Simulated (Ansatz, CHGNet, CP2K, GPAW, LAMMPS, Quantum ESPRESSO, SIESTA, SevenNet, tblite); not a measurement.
## Finding the fault: CP2K, liquid (Cs,Na,Li)Cl at 1200 K (74 atoms)

Program: CP2K 2026.2, a calculation on a cell of 16 Cs, 5 Na, 16 Li and 37 Cl, 36.7 Å³ an atom.

File input.inp:

```
&GLOBAL
  PROJECT cell
  RUN_TYPE ENERGY_FORCE
  PRINT_LEVEL LOW
&END GLOBAL
&FORCE_EVAL
  METHOD QS
  STRESS_TENSOR ANALYTICAL
  &DFT
    BASIS_SET_FILE_NAME BASIS_MOLOPT
    POTENTIAL_FILE_NAME GTH_POTENTIALS
    &MGRID
      CUTOFF 1200
      REL_CUTOFF 60
      NGRIDS 5
    &END MGRID
    &QS
      EPS_DEFAULT 1.0E-12
    &END QS
    &SCF
      SCF_GUESS ATOMIC
      EPS_SCF 1.0E-06
      MAX_SCF 5
      &OT
        MINIMIZER CG
        PRECONDITIONER FULL_ALL
        ENERGY_GAP 0.001
      &END OT
      &PRINT
        &RESTART OFF
        &END RESTART
      &END PRINT
    &END SCF
    &XC
      &XC_FUNCTIONAL PBE
      &END XC_FUNCTIONAL
    &END XC
    &PRINT
      &MULLIKEN ON
      &END MULLIKEN
      &HIRSHFELD ON
        SHAPE_FUNCTION DENSITY
      &END HIRSHFELD
      &MO_CUBES
        NHOMO 1
        NLUMO 4
        WRITE_CUBE F
      &END MO_CUBES
    &END PRINT
  &END DFT
  &SUBSYS
    &CELL
      A 13.94850 0.00000 0.00000
      B 0.00000 13.94850 0.00000
      C 0.00000 0.00000 13.94850
    &END CELL
    &COORD
      Cs 8.52072 11.01374 5.28425
      Cs 9.41761 13.00126 10.74076
      Cs 3.56273 7.29953 4.58669
      Cs 12.41277 1.70367 1.45873
      Cs 6.49735 9.17616 7.49090
      Cs 3.83612 11.94033 5.92616
      Cs 12.59731 12.61753 4.68697
      Cs 13.91279 10.01335 9.70802
      Cs 7.70906 3.73164 11.94619
      Cs 8.60818 5.50324 7.15753
[... 60 atom lines left out ...]
      Cl 2.52858 0.56840 0.16850
      Cl 13.19277 7.46858 3.17300
      Cl 11.32032 6.79459 7.03730
      Cl 6.68370 13.22862 1.78332
    &END COORD
    &KIND Cs
      BASIS_SET DZVP-MOLOPT-SR-GTH-q9
      POTENTIAL GTH-PBE-q9
    &END KIND
    &KIND Na
      BASIS_SET DZVP-MOLOPT-SR-GTH-q9
      POTENTIAL GTH-PBE-q9
    &END KIND
    &KIND Li
      BASIS_SET DZVP-MOLOPT-SR-GTH-q3
      POTENTIAL GTH-PBE-q3
    &END KIND
    &KIND Cl
      BASIS_SET DZVP-MOLOPT-SR-GTH-q7
      POTENTIAL GTH-PBE-q7
    &END KIND
  &END SUBSYS
  &PRINT
    &FORCES ON
    &END FORCES
    &STRESS_TENSOR ON
    &END STRESS_TENSOR
  &END PRINT
&END FORCE_EVAL
```

Started as:

```sh
$ OMP_NUM_THREADS=1 cp2k.psmp -i input.inp > output.txt
```

Numbers of over 12 decimals in the logs are rounded to 6 here.

What it wrote:

```text
CP2K| version string:                                       CP2K version 2026.2
 CP2K| Input file name                                                 input.inp
 GLOBAL| Basis set file name                                        BASIS_MOLOPT
 GLOBAL| Potential file name                                      GTH_POTENTIALS
 GLOBAL| Run type                                                   ENERGY_FORCE
 GLOBAL| Total number of message passing processes                             1
 GLOBAL| Number of threads for this process                                    1
 TOTAL NUMBERS AND MAXIMUM NUMBERS
  Total number of            - Atomic kinds:                                   4
                             - Atoms:                                         74
                             - Shell sets:                                    74
                             - Shells:                                       370
                             - Primitive Cartesian functions:                359
                             - Cartesian basis functions:                    899
                             - Spherical basis functions:                    846
  Maximum angular momentum of- Orbital basis functions:                        2
                             - Local part of the GTH pseudopotential:          6
                             - Non-local part of the GTH pseudopotential:      3
 SCF PARAMETERS         Density guess:                                    ATOMIC
                        max_scf:                                               5
                        eps_scf:                                        1.00E-06
 Extrapolation method: initial_guess
 Number of electrons:                                                        496
 Number of occupied orbitals:                                                248
 Number of molecular orbitals:                                               248
 Number of orbital functions:                                                846
 Number of independent orbital functions:                                    846
 SCF WAVEFUNCTION OPTIMIZATION
  ----------------------------------- OT ---------------------------------------
  Minimizer      : CG                  : conjugate gradient
  Preconditioner : FULL_ALL            : diagonalization, state selective
  Precond_solver : DEFAULT
  Line search    : 2PNT                : 2 energies, one gradient
  stepsize       :    0.15000000                  energy_gap     :    0.00100000
  eps_taylor     :   0.10000E-15                  max_taylor     :             4
  ----------------------------------- OT ---------------------------------------
  Step     Update method      Time    Convergence         Total energy    Change
     1 OT CG       0.15E+00   25.8     0.03336513     -1219.9958437823 -1.22E+03
     - OT LS       0.11E+00   14.5                    -1230.9965122547
     2 OT CG       0.11E+00   29.6     0.01909543     -1233.4052037310 -1.34E+01
     - OT LS       0.66E-01   14.5                    -1234.7362983744
     3 OT CG       0.66E-01   29.8     0.01359368     -1235.5991010372 -2.19E+00
     - OT LS       0.87E-01   14.6                    -1237.1712559415
     4 OT CG       0.87E-01   29.6     0.00792866     -1237.2630591332 -1.66E+00
     - OT LS       0.11E+00   14.5                    -1237.9751344143
     5 OT CG       0.11E+00   29.7     0.00587382     -1237.9986355850 -7.36E-01
  Leaving inner SCF loop after reaching     5 steps.
  Electronic density on regular grids:       -496.0000000000        0.0000000000
  Core density on regular grids:              495.9999999994       -0.0000000006
  Total charge density on r-space grids:       -0.0000000005
  Total charge density g-space grids:          -0.0000000005
  Overlap energy of the core charge distribution:               1.42e-12
  Self energy of the core charge distribution:              -2660.704315
  Core Hamiltonian energy:                                    598.702794
  Hartree energy:                                            1049.809511
  Exchange-correlation energy:                               -225.806625
  Total energy:                                             -1237.998636
 *   ___                                                                       *
 *  /   \                                                                      *
 * [ABORT]                                                                     *
 *  \___/     SCF run NOT converged. To continue the calculation regardless,   *
 *    |             please set the keyword IGNORE_CONVERGENCE_FAILURE.         *
 *  O/|                                                                        *
 * /| |                                                                        *
```

Run time: 3.8 min. Hardware: 1 thread of Arm Neoverse V2, shared host; peak memory 8.8 GiB.

Banners, paths, timers and routine set-up lines are dropped from the logs unmarked, and long logs keep their key lines alone; longer cuts are marked.

Why should this run not be trusted?

Too few SCF iterations: iteration limit 5.

The run ended unconverged.

[Also dropped from logs without a mark: logging warnings of Python, and SIESTA's first energy breakdown and zero terms.]

[Logs are printed without paths, hosts, clocks, repeated set-up lines and the standing remarks that a program may print on its own settings, such as how far it seeks lower states.]

[Hosts, paths, dates, database ids (printed as entryN), source tags and the programs' standing remarks are cut or masked in the printed files.]
